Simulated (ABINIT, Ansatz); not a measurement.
## AlInTe3 (Pm-3m): zone-centre phonons

Which modes does AlInTe3 (Pm-3m) have at the zone centre?

Program: ABINIT 10.8.3. Level of theory: DFT LDA, scalar-relativistic, plane waves, HGH norm-conserving pseudopotentials. Results are calculated unless marked as measured.

The structure was built from a prototype and need not be the compound's stable phase.

**1. The starting structure**

Symmetry: Pm-3m, No. 221, cubic system. Conventional cell: a = 5.267 Å, b = 5.267 Å, c = 5.267 Å, α = 90.00°, β = 90.00°, γ = 90.00°. Nearest to In lie 12 Te at 3.72 Å. Nearest to Al lie 6 Te at 2.63 Å. Nearest to Te lie 2 Al at 2.63 Å. Farther neighbours and most contacts between anions are not listed.

**2. Relaxing the cell and atoms**

The harmonic expansion needs vanishing forces, and a free crystal bears no stress, so cell and atoms are brought to rest. Stress is more sensitive to the basis than forces are: the last 3 Ha under the cutoff are smoothed with ecutsm.

The starting cell comes from a relaxation made beforehand in Ansatz (LDA, PseudoDojo NC).

relax.abi

```
# relaxation
ionmov 2
optcell 2
dilatmx 1.08
ntime 40
tolmxf 1.0d-05
tolvrs 1.0d-14
prtwf 0
prtden 0
chksymtnons 0

# basis, mesh and filling
ecut 26.0
ecutsm 3.0
ixc 7
ngkpt 4 4 4
nshiftk 1
shiftk 0.0 0.0 0.0
istwfk *1
occopt 3
tsmear 0.01
nband 19
nstep 100
diemac 1000000.0
prtebands 0
prtgsr 0
useylm 1

# cell and atoms
acell 3*1.0 Angstrom
rprim 
    5.267342702 0.0 0.0
    0.0 5.267342702 0.0
    0.0 0.0 5.267342702
ntypat 3
znucl 49 13 52
natom 5
typat 1 2 3 3 3
xred 
    0.0 0.0 0.0
    0.5 0.5 0.5
    0.5 0.5 0.0
    0.5 0.0 0.5
    0.0 0.5 0.5
pp_dirpath "./pseudo"
pseudos "In.hgh, Al.hgh, Te.hgh"
```

On the command line:

```console
> OMP_NUM_THREADS=1 mpirun -n 4 abinit relax.abi > relax.log
```

Numbers of over 12 decimals in the logs are rounded to 6 here.

relax.abo, the main output file:

```text
[banners, grids, parts of the stress and lines that vanish by symmetry left out]
- input  file    -> relax.abi
- output file    -> relax.abo
- root for input  files -> relaxi
[...]
Symmetries : space group Pm -3 m (#221); Bravais cP (primitive cubic)
[...]
mpw =        7904          nfft =      125000          nkpt =          10
[...]
== DATASET  1 ==================================================================
[...]
cutoff_energies: {ecut:  26.0, pawecutdg:  -1.0, }
[...]
Exchange-correlation functional for the present dataset will be:
  LDA: Perdew-Wang 92 LSD fit to Ceperley-Alder data - ixc=7
[...]
ETOT  1  -28.841192442084    -2.884E+01 3.297E-02 1.786E+02
 ETOT  2  -28.882582925433    -4.139E-02 1.719E-03 5.402E+00
 ETOT  3  -28.883060603397    -4.777E-04 7.980E-04 2.383E-01
 ETOT  4  -28.883082664524    -2.206E-05 1.266E-04 9.684E-03
 ETOT  5  -28.883083661400    -9.969E-07 2.801E-04 5.419E-05
[...]
At SCF step   11       vres2   =  7.36E-15 < tolvrs=  1.00E-14 =>converged.
[...]
sigma(1 1)= -3.10321609E-05  sigma(3 2)=  0.00000000E+00
  sigma(2 2)= -3.10321609E-05  sigma(3 1)=  0.00000000E+00
  sigma(3 3)= -3.10321609E-05  sigma(2 1)=  0.00000000E+00
[...]
convergence: {deltae: -8.988E-13, res2:  7.356E-15, residm:  2.479E-05, diffor: null, }
etotal    :  -2.88830837E+01
[...]
ETOT  1  -28.883136741214    -2.888E+01 2.562E-05 3.028E-01
[...]
At SCF step    9       vres2   =  1.27E-15 < tolvrs=  1.00E-14 =>converged.
[...]
sigma(1 1)= -2.67612192E-05  sigma(3 2)=  0.00000000E+00
  sigma(2 2)= -2.67612192E-05  sigma(3 1)=  0.00000000E+00
  sigma(3 3)= -2.67612192E-05  sigma(2 1)=  0.00000000E+00
[...]
convergence: {deltae: -6.253E-13, res2:  1.265E-15, residm:  1.034E-05, diffor: null, }
etotal    :  -2.88831633E+01
[...]
ETOT  1  -28.882296842876    -2.888E+01 4.481E-05 1.249E+01
[...]
At SCF step   10       vres2   =  8.23E-16 < tolvrs=  1.00E-14 =>converged.
[...]
sigma(1 1)= -7.82901705E-07  sigma(3 2)=  0.00000000E+00
  sigma(2 2)= -7.82901705E-07  sigma(3 1)=  0.00000000E+00
  sigma(3 3)= -7.82901705E-07  sigma(2 1)=  0.00000000E+00
[...]
convergence: {deltae:  4.441E-13, res2:  8.226E-16, residm:  1.295E-05, diffor: null, }
etotal    :  -2.88834040E+01
[...]
ETOT  1  -28.883403215711    -2.888E+01 6.144E-06 1.141E-02
[...]
ETOT  7  -28.883404222360     6.821E-13 2.637E-06 2.810E-13
 ETOT  8  -28.883404222359     1.563E-12 1.996E-06 2.143E-15
 At SCF step    8       vres2   =  2.14E-15 < tolvrs=  1.00E-14 =>converged.
[...]
sigma(1 1)= -2.10647671E-08  sigma(3 2)=  0.00000000E+00
  sigma(2 2)= -2.10647671E-08  sigma(3 1)=  0.00000000E+00
  sigma(3 3)= -2.10647671E-08  sigma(2 1)=  0.00000000E+00
[...]
convergence: {deltae:  1.563E-12, res2:  2.143E-15, residm:  1.996E-06, diffor: null, }
etotal    :  -2.88834042E+01
[...]
At Broyd/MD step   4, gradients are converged :
[...]
sigma(1 1)= -2.10647671E-08  sigma(3 2)=  0.00000000E+00
  sigma(2 2)= -2.10647671E-08  sigma(3 1)=  0.00000000E+00
  sigma(3 3)= -2.10647671E-08  sigma(2 1)=  0.00000000E+00
[...]
- sigma(1 1)= -6.19746845E-04  sigma(3 2)=  0.00000000E+00
- sigma(2 2)= -6.19746845E-04  sigma(3 1)=  0.00000000E+00
- sigma(3 3)= -6.19746845E-04  sigma(2 1)=  0.00000000E+00
[...]
fcart     -0.0000000000E+00 -0.0000000000E+00 -0.0000000000E+00
           strten     -2.1064767116E-08 -2.1064767113E-08 -2.1064767113E-08
================================================================================

[key lines of the parts left out:]
pressure_GPa:   6.1975E-04
Total energy (etotal) [Ha]= -2.88834042223588E+01
```

It took 47 s on 4 MPI ranks of Arm Neoverse V2, shared host; 3.1 min of CPU time.

Step by step:

```
step  energy less that of the first step (eV)  largest force (eV/Å)  volume (Å³)
   1                                   0.0000                0.0000       146.14
   2                                  -0.0022                0.0000       146.55
   3                                  -0.0087                0.0000       149.18
   4                                  -0.0087                0.0000       149.26
```

```
conventional cell, symmetrised  before  after  change
                         a (Å)   5.267  5.305  +0.7 %
                         b (Å)   5.267  5.305  +0.7 %
                         c (Å)   5.267  5.305  +0.7 %
              volume (Å³/atom)   29.23  29.85  +2.1 %
```

Numbers from this step:

```yaml
volume_per_atom: 29.85 Å³
pressure: 6.20e-4 GPa
gap_on_the_k_mesh: 0 eV
```

The volume changes by +2.1 % from the cell with which this run began.

**3. Self-consistent run for the response**

First-order wavefunctions inherit every error of the ground state, hence the very tight tolvrs. ecutsm is kept as in the relaxation, so that the cell stays at rest. Occupations are smeared.

gs.abi

```
# ground state
tolvrs 1.0d-16
prtden 1
prtwf 1

# basis, mesh and filling
ecut 26.0
ecutsm 3.0
ixc 7
ngkpt 4 4 4
nshiftk 1
shiftk 0.0 0.0 0.0
istwfk *1
occopt 3
tsmear 0.01
nband 19
nstep 100
diemac 1000000.0
prtebands 0
prtgsr 0
useylm 1

# cell and atoms
acell 3*1.0 Angstrom
rprim 
    5.304570333 0.0 0.0
    0.0 5.304570333 0.0
    0.0 0.0 5.304570333
ntypat 3
znucl 49 13 52
natom 5
typat 1 2 3 3 3
xred 
    0.0 0.0 0.0
    0.5 0.5 0.5
    0.5 0.5 0.0
    0.5 0.0 0.5
    0.0 0.5 0.5
pp_dirpath "./pseudo"
pseudos "In.hgh, Al.hgh, Te.hgh"
```

On the command line:

```console
> OMP_NUM_THREADS=1 mpirun -n 4 abinit gs.abi > gs.log
```

gs.abo, the main output file:

```text
[banners, grids, parts of the stress and lines that vanish by symmetry left out]
- input  file    -> gs.abi
- output file    -> gs.abo
- root for input  files -> gsi
[...]
Symmetries : space group Pm -3 m (#221); Bravais cP (primitive cubic)
[...]
mpw =        6432          nfft =      110592          nkpt =          10
[...]
== DATASET  1 ==================================================================
[...]
cutoff_energies: {ecut:  26.0, pawecutdg:  -1.0, }
[...]
Exchange-correlation functional for the present dataset will be:
  LDA: Perdew-Wang 92 LSD fit to Ceperley-Alder data - ixc=7
[...]
ETOT  1  -28.845416547920    -2.885E+01 4.358E-02 1.522E+02
 ETOT  2  -28.882804494150    -3.739E-02 4.944E-04 5.748E+00
 ETOT  3  -28.883379106562    -5.746E-04 2.436E-04 2.263E-01
 ETOT  4  -28.883403142516    -2.404E-05 3.520E-05 9.220E-03
 ETOT  5  -28.883404216532    -1.074E-06 3.225E-05 4.230E-05
[...]
ETOT 12  -28.883404222100     3.908E-13 2.057E-05 5.269E-16
 ETOT 13  -28.883404222102    -1.592E-12 1.284E-05 7.352E-17
 At SCF step   13       vres2   =  7.35E-17 < tolvrs=  1.00E-16 =>converged.
[...]
sigma(1 1)= -2.10650953E-08  sigma(3 2)=  0.00000000E+00
  sigma(2 2)= -2.10650953E-08  sigma(3 1)=  0.00000000E+00
  sigma(3 3)= -2.10650953E-08  sigma(2 1)=  0.00000000E+00
[...]
convergence: {deltae: -1.592E-12, res2:  7.352E-17, residm:  1.284E-05, diffor: null, }
etotal    :  -2.88834042E+01
[...]
sigma(1 1)= -2.10650953E-08  sigma(3 2)=  0.00000000E+00
  sigma(2 2)= -2.10650953E-08  sigma(3 1)=  0.00000000E+00
  sigma(3 3)= -2.10650953E-08  sigma(2 1)=  0.00000000E+00
[...]
- sigma(1 1)= -6.19756501E-04  sigma(3 2)=  0.00000000E+00
- sigma(2 2)= -6.19756501E-04  sigma(3 1)=  0.00000000E+00
- sigma(3 3)= -6.19756501E-04  sigma(2 1)=  0.00000000E+00
[...]
fcart     -0.0000000000E+00 -0.0000000000E+00 -0.0000000000E+00
           strten     -2.1065095306E-08 -2.1065095304E-08 -2.1065095306E-08
================================================================================

[key lines of the parts left out:]
pressure_GPa:   6.1976E-04
```

Run time: 12 s. Hardware: 4 MPI ranks; 47 s of CPU time.

The cell stands at 6.2e-4 GPa, close enough for phonons.

(Continued in part 2 of 3.)

[Host names and launcher messages were left out of these logs when they were recorded.]

[Logs are printed without paths, hosts, clocks, repeated set-up lines and the standing remarks that a program may print on its own settings, such as how far it seeks lower states.]

[Hosts, paths, dates, database ids (printed as entryN), source tags and the programs' standing remarks are cut or masked in the printed files.]
